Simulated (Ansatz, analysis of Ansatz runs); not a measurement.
**Fe on the Ga site in GaP: charge-transition level, PBE**

Aim: the charge-transition level of the Fe on the Ga site in GaP, to be set beside the measurement. Set-up: PBE, 64-site cell, PBE lattice, 420 eV, k: the single point 1/4 1/4 1/4 then 2x2x2 shifted 0.5 0.5 0.5. The model is a cell of 64 host atoms with 1 Ga taken out and 1 Fe put in. The level is the Fermi energy at which two charge states have equal formation energy, after a correction for the images of the charge. A local or semilocal functional is the cheapest first rung.

**The experiment.** (0/-1) level above the valence-band top: 0.86 eV, by absorption of a p-i-n diode (quoted in “Electronic structure of transition-atom impurities in GaP”, 1985, V. A. Singh and Alex Zunger, quoting earlier work (1979)). (0/-1) level above the valence-band top: 0.82 eV, by thermal emission rates and capture cross sections (transition enthalpy) (quoted in “Electronic structure of transition-atom impurities in GaP”, 1985, V. A. Singh and Alex Zunger, quoting earlier work (1983)). The calculation is set beside it at the end.

Program: Ansatz 0.2.0. Level of theory: plane-wave PAW DFT, PBE; relaxation of all atoms of a defect supercell. Results are calculated unless marked as measured.

## 1. The starting structure

The cell holds 64 atoms: 31 Ga, 32 P and 1 Fe. Cell: a = 11.010 Å, b = 11.010 Å, c = 11.010 Å, α = 90.0°, β = 90.0°, γ = 90.0°. It derives from GaP (space group F-43m). Nearest the centre at fractional (0.500, 0.500, 0.500): Fe57 at 0.00 Å, P23 at 2.38 Å, P61 at 2.38 Å, P16 at 2.38 Å, P38 at 2.38 Å, Ga50 at 3.89 Å, Ga28 at 3.89 Å, Ga12 at 3.89 Å.

The host's primitive cell comes from a first run (plane-wave PAW DFT, PBE; relaxation of the host's cell and atoms): vectors of 3.893, 3.893 and 3.893 Å. That is 20.86 Å³ an atom, 3.0 % over the diffraction cell's volume. The supercell is built on it.

## 2. Relaxation, charge 0

Every later number rests on the structure around the defect, so the atoms are relaxed at the host's lattice first.

File relax0/input.yaml:

```yaml
relax:
  f_tol: 0.02
  max_steps: 80
  random_displacement: { amplitude: 0.05, seed: 391 }
crystal:
  lattice:
    - [11.01025696, 0.0, 0.0]
    - [0.0, 0.0, -11.01025696]
    - [0.0, 11.01025696, 0.0]
  atoms:
    - { symbol: Ga, position: [0.0, 0.0, 0.0] }
    - { symbol: Ga, position: [0.0, 0.25, 0.25] }
    - { symbol: Ga, position: [0.25, 0.0, 0.25] }
    - { symbol: Ga, position: [0.25, 0.25, 0.0] }
    - { symbol: P, position: [0.125, 0.125, 0.125] }
    - { symbol: P, position: [0.125, 0.375, 0.375] }
    - { symbol: P, position: [0.375, 0.125, 0.375] }
    - { symbol: P, position: [0.375, 0.375, 0.125] }
    - { symbol: Ga, position: [0.0, 0.0, 0.5] }
    - { symbol: Ga, position: [0.0, 0.25, 0.75] }
    - { symbol: Ga, position: [0.25, 0.0, 0.75] }
    - { symbol: Ga, position: [0.25, 0.25, 0.5] }
    - { symbol: P, position: [0.125, 0.125, 0.625] }
    - { symbol: P, position: [0.125, 0.375, 0.875] }
    - { symbol: P, position: [0.375, 0.125, 0.875] }
    - { symbol: P, position: [0.375, 0.375, 0.625] }
    - { symbol: Ga, position: [0.0, 0.5, 0.0] }
    - { symbol: Ga, position: [0.0, 0.75, 0.25] }
    - { symbol: Ga, position: [0.25, 0.5, 0.25] }
    - { symbol: Ga, position: [0.25, 0.75, 0.0] }
    - { symbol: P, position: [0.125, 0.625, 0.125] }
    - { symbol: P, position: [0.125, 0.875, 0.375] }
    - { symbol: P, position: [0.375, 0.625, 0.375] }
    - { symbol: P, position: [0.375, 0.875, 0.125] }
    - { symbol: Ga, position: [0.0, 0.5, 0.5] }
    - { symbol: Ga, position: [0.0, 0.75, 0.75] }
    - { symbol: Ga, position: [0.25, 0.5, 0.75] }
    - { symbol: Ga, position: [0.25, 0.75, 0.5] }
    - { symbol: P, position: [0.125, 0.625, 0.625] }
    - { symbol: P, position: [0.125, 0.875, 0.875] }
    - { symbol: P, position: [0.375, 0.625, 0.875] }
    - { symbol: P, position: [0.375, 0.875, 0.625] }
    - { symbol: Ga, position: [0.5, 0.0, 0.0] }
    - { symbol: Ga, position: [0.5, 0.25, 0.25] }
    - { symbol: Ga, position: [0.75, 0.0, 0.25] }
    - { symbol: Ga, position: [0.75, 0.25, 0.0] }
    - { symbol: P, position: [0.625, 0.125, 0.125] }
    - { symbol: P, position: [0.625, 0.375, 0.375] }
    - { symbol: P, position: [0.875, 0.125, 0.375] }
    - { symbol: P, position: [0.875, 0.375, 0.125] }
    - { symbol: Ga, position: [0.5, 0.0, 0.5] }
    - { symbol: Ga, position: [0.5, 0.25, 0.75] }
    - { symbol: Ga, position: [0.75, 0.0, 0.75] }
    - { symbol: Ga, position: [0.75, 0.25, 0.5] }
    - { symbol: P, position: [0.625, 0.125, 0.625] }
    - { symbol: P, position: [0.625, 0.375, 0.875] }
    - { symbol: P, position: [0.875, 0.125, 0.875] }
    - { symbol: P, position: [0.875, 0.375, 0.625] }
    - { symbol: Ga, position: [0.5, 0.5, 0.0] }
    - { symbol: Ga, position: [0.5, 0.75, 0.25] }
    - { symbol: Ga, position: [0.75, 0.5, 0.25] }
    - { symbol: Ga, position: [0.75, 0.75, 0.0] }
    - { symbol: P, position: [0.625, 0.625, 0.125] }
    - { symbol: P, position: [0.625, 0.875, 0.375] }
    - { symbol: P, position: [0.875, 0.625, 0.375] }
    - { symbol: P, position: [0.875, 0.875, 0.125] }
    - { symbol: Fe, position: [0.5, 0.5, 0.5], spin: 5.0 }
    - { symbol: Ga, position: [0.5, 0.75, 0.75] }
    - { symbol: Ga, position: [0.75, 0.5, 0.75] }
    - { symbol: Ga, position: [0.75, 0.75, 0.5] }
    - { symbol: P, position: [0.625, 0.625, 0.625] }
    - { symbol: P, position: [0.625, 0.875, 0.875] }
    - { symbol: P, position: [0.875, 0.625, 0.875] }
    - { symbol: P, position: [0.875, 0.875, 0.625] }
  host:
    repeats: [2, 2, 2]
    atoms:
      - { symbol: Ga, position: [0.0, 0.0, 0.0] }
      - { symbol: Ga, position: [0.0, 0.5, 0.5] }
      # ... 6 more atoms of the perfect host
basis:
  ecutwfc: 420
  xc_grid: 2
hamiltonian:
  xc: pbe
kpoints:
  mp_grid: { grid: [1, 1, 1], shift: [0.25, 0.25, 0.25] }
magnetization:
  spin_polarized: true
  initial_magnetization: 5
  spin_locking: { lock_magnetization: hard }
scf:
  occupations: { method: fermi_dirac, width: 0.01 }
  max_iter: 120
output:
  forces: true
  charged_corrections:
    epsilon: 10.62
    static_epsilon: 12.85
    defect_position: [0.5, 0.5, 0.5]
checkpoint:
  write: "../relax0.run"
  compress: false
  write_wavefunctions: true
  write_every: 100000
```

Command:

```sh
> ansatz run input.yaml --threads 4 --pin off --max-ram 14131MiB --backend cpu --events-out ev --progress --plain --runs-dir out
```

Numbers of over 12 decimals in the logs are rounded to 6 here.

Output:

```text
[... repeated set-up lines and file paths are left out, and long positions are rounded to six places ...]
Warning: where an SCF of this run starts from atoms to list the orders of its open shells, Fe (site 56, from 0) starts with 4.00 μB on its 3d shell, in the place of the 5.00 μB that the deck gives it: its open shells can hold no more by Hund's first rule. [...]
Engine: ansatz 0.2.0, aarch64-unknown-linux-gnu
Pseudopotentials: kind: paw
Pseudopotential: Ga, paw, valence charge 13, recommended cutoff 420 eV (normal), Ga.paw.azcp
Pseudopotential: P, paw, valence charge 5, recommended cutoff 420 eV (normal), P.paw.azcp
Pseudopotential: Fe, paw, valence charge 16, recommended cutoff 420 eV (normal), Fe.paw.azcp
Functional definition: PBE
  parameter kappa = 0.804
  parameter beta = 0.066725
  exchange = pbe_x(kappa = kappa, mu = beta*pi^2/3)
  correlation = pbe_c(beta = beta)
Crystal: 64 atoms, lattice volume = 1334.727 Å³
Basis set: ecut = 420 eV, 26001 PW (Γ), exchange–correlation on 150×150×150 points (8 copies of the dense FFT grid, shifted against one another)
Bands: 356, of which v1, the nominal top of the filled ones, is band 290 counted from 1 (289 counted from 0)
Symmetry: 1 space group operations
k-points: 1
Non-local potential: Ga, projectors of the file, l = 0: 2, l = 1: 2, l = 2: 3, l = 3: 1
Non-local potential: P, projectors of the file, l = 0: 2, l = 1: 2, l = 2: 2
Non-local potential: Fe, projectors of the file, l = 0: 3, l = 1: 2, l = 2: 3, l = 3: 1
PAW form: soft (Blöchl's): semilocal exchange-correlation on the pseudo side does not see the compensation charge
PAW one-centre angular grid: Ga, 590 points (default); XC on 64 Gauss nodes
PAW one-centre angular grid: P, 110 points (default); XC on 64 Gauss nodes
PAW one-centre angular grid: Fe, 590 points (default); XC on 64 Gauss nodes
Initial density: superposition of atomic densities (chi_scale 0.1, normalization cell)
Starting moments: Σ|m| = 5 μB on 1 of 64 sites
Initial wavefunctions: pseudopotential atomic-orbital guess
Functional: x = pbe(κ = 0.804, μ = 0.219515), c = pbe(β = 0.066725)
SCF iter   1: F=—  HF=-145968.493113 eV  |F-HF|=—  |Δ(HF+E_count)|=         —  Δρ=2.27e-2 (↑2.24e-2 ↓2.27e-2)  dr2=3.15e1  dr2_m=6.13e-2  M=5.000 μB ∫|m|=5.007 μB  β_m=0.30  ethr=3.10e-3  ⟨swp⟩=7.5  Hψ=2890  notcnv=0
preconditioner: auto → Resta (q_TF=auto, 2.374 Å⁻¹)  ε∞=4.5  [insulator: Δε(μ)=0.791 eV  Ē_g=13.054 eV  σ=0.010 eV  W_gap=1.00  n_scr=304 (ndim 8)  ℏωp=24.3 eV  f_vac=0.000  D(μ)=0.00/eV (n_scr^D=0)  ε∞_Penn≈4.5]
spin=Collinear: Resta preconditioning applied to the charge; magnetization (m = ρ↑ − ρ↓) channel mixes plain (no charge-response kernel on spin).
SCF iter   2: F=—  HF=-145963.232700 eV  |F-HF|=—  |Δ(HF+E_count)|=    5.26e0  Δρ=1.61e-2 (↑1.61e-2 ↓1.60e-2)  dr2=1.40e1  dr2_m=2.98e-2  M=5.000 μB ∫|m|=5.012 μB  β_m=0.56  ethr=3.10e-3  ⟨swp⟩=2.5  Hψ=905  notcnv=0  defer=124
SCF iter   3: F=—  HF=-145960.833183 eV  |F-HF|=—  |Δ(HF+E_count)|=    2.40e0  Δρ=7.27e-3 (↑7.27e-3 ↓5.13e-3)  dr2=1.61e0  dr2_m=3.35e-2  M=5.000 μB ∫|m|=5.037 μB  β_m=0.53  ethr=2.41e-3  ⟨swp⟩=3.0  Hψ=1304  notcnv=0  defer=124
SCF iter   4: F=—  HF=-145960.571694 eV  |F-HF|=—  |Δ(HF+E_count)|=   2.61e-1  Δρ=3.92e-3 (↑1.89e-3 ↓3.92e-3)  dr2=4.69e-1  dr2_m=2.63e-2  M=5.000 μB ∫|m|=5.034 μB  β_m=0.60  ethr=2.77e-4  ⟨swp⟩=3.5  Hψ=1421  notcnv=0  defer=124
SCF iter   5: F=—  HF=-145960.666183 eV  |F-HF|=—  |Δ(HF+E_count)|=   9.45e-2  Δρ=1.76e-3 (↑1.76e-3 ↓9.97e-4)  dr2=7.88e-2  dr2_m=5.34e-3  M=5.000 μB ∫|m|=5.045 μB  β_m=0.56  ethr=8.10e-5  ⟨swp⟩=3.0  Hψ=1364  notcnv=0  defer=124
SCF iter   6: F=—  HF=-145960.665217 eV  |F-HF|=—  |Δ(HF+E_count)|=         —  Δρ=4.96e-4 (↑4.96e-4 ↓3.62e-4)  dr2=7.67e-3  dr2_m=4.25e-4  M=5.000 μB ∫|m|=5.047 μB  β_m=0.56  ethr=1.36e-5  ⟨swp⟩=2.5  Hψ=1305  notcnv=0  defer=124
SCF iter   7: F=—  HF=-145960.671281 eV  |F-HF|=—  |Δ(HF+E_count)|=   6.06e-3  Δρ=2.83e-4 (↑2.83e-4 ↓2.40e-4)  dr2=3.18e-3  dr2_m=3.15e-5  M=5.000 μB ∫|m|=5.047 μB  β_m=0.78  ethr=1.33e-6  ⟨swp⟩=2.0  Hψ=886  notcnv=0  defer=124
SCF iter   8: F=—  HF=-145960.675659 eV  |F-HF|=—  |Δ(HF+E_count)|=   4.38e-3  Δρ=4.74e-5 (↑4.74e-5 ↓4.12e-5)  dr2=1.19e-4  dr2_m=2.20e-6  M=5.000 μB ∫|m|=5.047 μB  β_m=0.89  ethr=5.49e-7  ⟨swp⟩=2.0  Hψ=1300  notcnv=0  defer=124
SCF iter   9: F=—  HF=-145960.675926 eV  |F-HF|=—  |Δ(HF+E_count)|=   2.67e-4  Δρ=2.57e-5 (↑2.57e-5 ↓1.67e-5)  dr2=2.09e-5  dr2_m=3.44e-7  M=5.000 μB ∫|m|=5.047 μB  β_m=0.90  ethr=2.05e-8  ⟨swp⟩=3.0  Hψ=1607  notcnv=0  defer=124
SCF iter  10: F=—  HF=-145960.675933 eV  |F-HF|=—  |Δ(HF+E_count)|=   7.41e-6  Δρ=7.59e-6 (↑7.59e-6 ↓6.09e-6)  dr2=1.93e-6  dr2_m=9.09e-8  M=5.000 μB ∫|m|=5.047 μB  β_m=0.75  ethr=3.62e-9  ⟨swp⟩=2.0  Hψ=1291  notcnv=0  defer=124
SCF iter  11: F=-145960.675932 eV  HF=-145960.675933 eV  |F-HF|=9.23e-7  |Δ(HF+E_count)|=   8.39e-7  Δρ=7.88e-6 (↑2.14e-6 ↓7.88e-6)  dr2=1.27e-6  dr2_m=2.04e-7  M=5.000 μB ∫|m|=5.047 μB  ethr=3.33e-10  ⟨swp⟩=2.0  Hψ=2360  notcnv=0
SCF 1 converged in 11 iterations: F = -145960.675932 eV  dr2 = 1.27e-6
  greatest PAW one-centre occupation: 1.002 electrons in one spin orbital (limit 2), on the Fe atom at site 56 (counted from 0), in its partial waves of l = 1
relax step   1: F+E_penalty+E_count = -145960.67593161 eV  Δ(F+E_penalty+E_count) = +0.000e0 eV  max|allowed force component| = 1.017e0 eV/Å  Δτ_max = 0.0000 Å  (11 SCF iters, dr2 threshold 1.00e-5 eV, accepted)
[... the SCF cycles and remarks between the steps are left out from here to the last step ...]
relax step   2: F+E_penalty+E_count = -145961.40737462 eV  Δ(F+E_penalty+E_count) = -7.314e-1 eV  max|allowed force component| = 3.439e-1 eV/Å  Δτ_max = 0.0746 Å  (6 SCF iters, dr2 threshold 6.46e-5 eV, accepted)
relax step   3: F+E_penalty+E_count = -145961.51932732 eV  Δ(F+E_penalty+E_count) = -1.120e-1 eV  max|allowed force component| = 1.960e-2 eV/Å  Δτ_max = 0.0509 Å  (8 SCF iters, dr2 threshold 7.39e-6 eV, accepted)
iter 1 solved again at ethr=3.24e-11 eV; its pass at ethr=3.10e-3 eV (dr2=1.88e-7 eV) is discarded
SCF iter   1: F=—  HF=-145961.519331 eV  |F-HF|=—  |Δ(HF+E_count)|=         —  Δρ=2.01e-6 (↑1.85e-6 ↓2.01e-6)  dr2=1.88e-7  dr2_m=2.14e-9  M=5.000 μB ∫|m|=5.051 μB  β_m=0.65  ethr=3.24e-11  ⟨swp⟩=1.0  Hψ=1980  notcnv=0  defer=124
SCF iter   2: F=—  HF=-145961.519332 eV  |F-HF|=—  |Δ(HF+E_count)|=   7.43e-8  Δρ=1.82e-6 (↑1.82e-6 ↓7.10e-7)  dr2=2.82e-8  dr2_m=1.12e-8  M=5.000 μB ∫|m|=5.051 μB  β_m=0.41  ethr=3.24e-11  ⟨swp⟩=2.5  Hψ=1294  notcnv=0  defer=124
SCF iter   3: F=—  HF=-145961.519331 eV  |F-HF|=—  |Δ(HF+E_count)|=   2.19e-8  Δρ=7.09e-7 (↑4.83e-7 ↓7.09e-7)  dr2=1.11e-8  dr2_m=2.57e-9  M=5.000 μB ∫|m|=5.051 μB  β_m=0.65  ethr=4.86e-12  ⟨swp⟩=2.5  Hψ=1362  notcnv=0  defer=124
SCF iter   4: F=-145961.519331 eV  HF=-145961.519332 eV  |F-HF|=3.72e-8  |Δ(HF+E_count)|=   1.92e-8  Δρ=1.40e-6 (↑1.86e-7 ↓1.40e-6)  dr2=4.15e-8  dr2_m=7.23e-9  M=5.000 μB ∫|m|=5.051 μB  ethr=1.92e-12  ⟨swp⟩=2.0  Hψ=2224  notcnv=0
SCF 4 converged in 4 iterations: F = -145961.519331 eV  dr2 = 4.15e-8
relax step   4: F+E_penalty+E_count = -145961.51933146 eV  Δ(F+E_penalty+E_count) = -4.140e-6 eV  max|allowed force component| = 1.946e-2 eV/Å  Δτ_max = 0.0000 Å  (4 SCF iters, accepted)
NSCF: frozen V_eff on 1 k-points
the band table was solved once a step of the walk had ended and its energy, with any forces and stress, was formed, with the checks that follow a solve (2763 applications of the Hamiltonian). They found nothing against the state; [...]
SCF converged after 4 iterations
Magnetization: 5.0000 μB (292.0000 up, 287.0000 down)
Absolute magnetization: 5.0519 μB (∫|ρ↑−ρ↓|, with the PAW one-centre terms)
Spin contamination: 0.0282 ħ² per cell (⟨S²⟩ above its minimum at these occupations)
Per-site moments (μB) at R_I (Å): [(0.000393656, 0.982732), (0.000832447, 0.982359), (0.000830088, 0.981999), [... 61 left out ...]
Free energy (F): -145961.519331 eV
Harris-Foulkes:  -145961.519332 eV  (|F-HF|=3.72e-8)
Internal energy: -145961.519331 eV  (E = F + TS)
E sigma→0 (E₀):  -145961.519331 eV
Fermi energy:    6.864185 (↑ 7.595607, ↓ 6.703092) eV
--- Per-component energies (eV) ---
  E_band       = -2375.608655
  E_kinetic    = 6157.298810
  E_local      = -72258.462140  (includes V_loc(G=0)·N_el)
  E_nonlocal   = 14480.145104
  E_hartree    = 33215.576740
  E_xc         = -4215.158097
  E_vxc        = -3877.960491  (∫ρ·V_xc dr)
  E_paw        = -81251.932455  (= ΣΔE_a)
  E_vpaw       = -13307.795785  (= ΣTr[D̂ρ^β])
  E_aug_tail   = -0.001754  (compensation charges beyond the density's cutoff)
  E_ewald      = -42088.985540
  E_smearing   = -0.000000  (= −TS)
  E_closure    = 0.000000  (closes the sum)
  Σ components = -145961.519331   (vs F -145961.519331, Δ=0.00e0)
--- Forces (eV/Å), atoms counted from 1 ---
  atom   1  Ga     0.01079644    -0.00019478    -0.00911435
  atom   2  Ga    -0.00329454     0.00845247     0.00283539
  [... 9 atoms left out ...]
  atom  12  Ga    -0.01652302    -0.00620345     0.00451979
  [... 3 atoms left out ...]
  atom  16  P      0.00916185    -0.00466472    -0.01334602
  [... 2 atoms left out ...]
  atom  19  Ga    -0.01801516    -0.01103546     0.01240538
  [... 3 atoms left out ...]
  atom  23  P     -0.01532958    -0.00024842    -0.01580026
  [... 4 atoms left out ...]
  atom  28  Ga     0.00601657    -0.00278331     0.00960812
  [... 9 atoms left out ...]
  atom  38  P      0.01154756    -0.00257311     0.01478381
  [... 3 atoms left out ...]
  atom  42  Ga    -0.00104892     0.00296290    -0.00311422
  [... 1 atom left out ...]
  atom  44  Ga     0.00000740    -0.00269285    -0.00536859
  [... 12 atoms left out ...]
  atom  57  Fe    -0.00664251    -0.00838135     0.00506552
  [... 3 atoms left out ...]
  atom  61  P      0.01309234     0.01920539    -0.01030468
  [... 3 atoms left out ...]
  max |Σ_I F_I| component: 3.50e-6 eV/Å
--- Band table (eV) ---
  k-point 0 ↑: bands = ["-82.7668", "-48.8999", "-48.7393", "-48.7368", [... 348 left out ...] "11.6068", "11.6317", "11.6322", "11.7065"]
  k-point 0 ↓: bands = ["-79.0482", "-45.1989", "-45.1342", "-45.1327", [... 348 left out ...] "11.6219", "11.6687", "11.6694", "11.7580"]
--- Relaxed structure (4 steps of the walk, 4 accepted, 0 SCFs on fresh bases) ---
  F+E_penalty+E_count = -145961.51933146 eV   max|allowed force component| = 1.946e-2 eV/Å
  atoms:
    - { symbol: Ga, position: [-0.000567, 0.000234, 0.000270] }
    - { symbol: Ga, position: [7.552626556482459e-5, 0.250487, 0.250377] }
    [... 9 atoms left out ...]
    - { symbol: Ga, position: [0.250309, 0.251140, 0.501122] }
    [... 3 atoms left out ...]
    - { symbol: P, position: [0.376677, 0.377366, 0.623883] }
    [... 2 atoms left out ...]
    - { symbol: Ga, position: [0.250491, 0.501585, 0.251223] }
    [... 3 atoms left out ...]
    - { symbol: P, position: [0.377304, 0.623596, 0.377752] }
    [... 4 atoms left out ...]
    - { symbol: Ga, position: [0.249949, 0.749920, 0.500077] }
    [... 9 atoms left out ...]
    - { symbol: P, position: [0.622845, 0.377940, 0.377792] }
    [... 3 atoms left out ...]
    - { symbol: Ga, position: [0.499441, 0.250376, 0.749844] }
    [... 1 atom left out ...]
    - { symbol: Ga, position: [0.749089, 0.250527, 0.500026] }
    [... 12 atoms left out ...]
    - { symbol: Fe, position: [0.497806, 0.498511, 0.499069] }
    [... 3 atoms left out ...]
    - { symbol: P, position: [0.619260, 0.620090, 0.619955] }
    [... 3 atoms left out ...]
```

Wall time 5.1 min (4 threads of Arm Neoverse V1, shared host); peak memory 4.8 GiB.

The steps of the relaxation:

| step | energy less that of the first step (eV) | largest force component (eV/Å) |
| --- | --- | --- |
| 1 | 0.0000 | 1.0169 |
| 2 | -0.7314 | 0.3439 |
| 3 | -0.8434 | 0.0196 |
| 4 | -0.8434 | 0.0195 |

The atoms that moved most (Å, from the sites as typed, ahead of the random displacement, the mean shift of all atoms taken out):

| atom | dx | dy | dz | length |
| --- | --- | --- | --- | --- |
| P61 | -0.057 | -0.057 | 0.056 | 0.098 |
| P23 | 0.032 | 0.029 | 0.017 | 0.047 |
| P38 | -0.017 | 0.030 | -0.031 | 0.046 |
| P16 | 0.025 | -0.013 | -0.024 | 0.038 |
| Fe57 | -0.018 | -0.011 | 0.018 | 0.028 |
| Ga19 | 0.012 | 0.012 | -0.016 | 0.023 |
| Ga34 | 0.014 | 0.010 | -0.013 | 0.022 |
| Ga60 | -0.015 | 0.005 | 0.013 | 0.021 |

Neighbours of Fe57 at the end:

| atom | distance (Å) |
| --- | --- |
| P61 | 2.313 |
| P38 | 2.333 |
| P23 | 2.333 |
| P16 | 2.334 |
| Ga12 | 3.853 |
| Ga19 | 3.855 |
| Ga34 | 3.855 |
| Ga42 | 3.884 |
| Ga27 | 3.884 |
| Ga44 | 3.887 |
| Ga28 | 3.887 |
| Ga51 | 3.891 |
| Ga59 | 3.894 |
| Ga50 | 3.894 |
| Ga58 | 3.896 |
| Ga60 | 3.898 |

This step gave:

| Item | Value |
| --- | --- |
| free energy | -145961.5193 eV |
| total moment | 5 μB |
| integral of the absolute spin density | 5.052 μB |
| spin contamination | 0.02820 |

The relaxation ends 13 meV an atom lower than the displaced start, with a largest force component of 0.019 eV/Å.

(Part 1 of 2 ends here.)

[Logs are printed without paths, hosts, clocks, repeated set-up lines and the standing remarks that a program may print on its own settings, such as how far it seeks lower states.]

[Hosts, paths, dates, database ids (printed as entryN), source tags and the programs' standing remarks are cut or masked in the printed files.]

[For some hosts the program warned that the k-mesh of the response run may be too coarse for force constants and the static dielectric constant; such warnings are not shown here.]
